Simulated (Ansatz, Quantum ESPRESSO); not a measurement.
# Zr2CO2 MXene, 1 layer: the dipole at a withheld member of a series

Method. Quantum ESPRESSO 7.5, PBE, GBRV ultrasoft. Cell and atoms are relaxed without a field with a D3(BJ) correction and then held. Sawtooth field with dipole correction, 17 Å of vacuum in the starting cell, Fermi-Dirac smearing of 0.002 Ry; bands along a path at each field. The series steps the field along the normal.

```
field along the normal  dipole (e Å)
                 0 V/Å        0.0000
              0.05 V/Å        0.0144
               0.1 V/Å        0.0289
               0.3 V/Å        0.0867
               0.4 V/Å        0.1156
```

**Question.** What is the dipole at 0.2 V/Å?

**Worked estimate.** The rows at 0.1 V/Å and 0.3 V/Å give a slope of (0.0867 − (0.0289))/(0.3 − (0.1)) = 0.289, so a straight line gives 0.0578 e Å. A parabola through these and the row at 0.05 V/Å gives 0.0578 e Å.

What the calculation gave: 0.0578 e Å. The line misses by 0.0000 and the parabola by 0.0000 e Å. Both misses are under 5 % of the step from the nearer row.

Caveats: Ions are held; semilocal gaps are too small; in strong fields empty levels can belong to the vacuum; one stacking. Members without a usable value, or on the other side of zero field or charge, are not listed.

[Logs are printed without paths, hosts, clocks, repeated set-up lines and the standing remarks that a program may print on its own settings, such as how far it seeks lower states.]
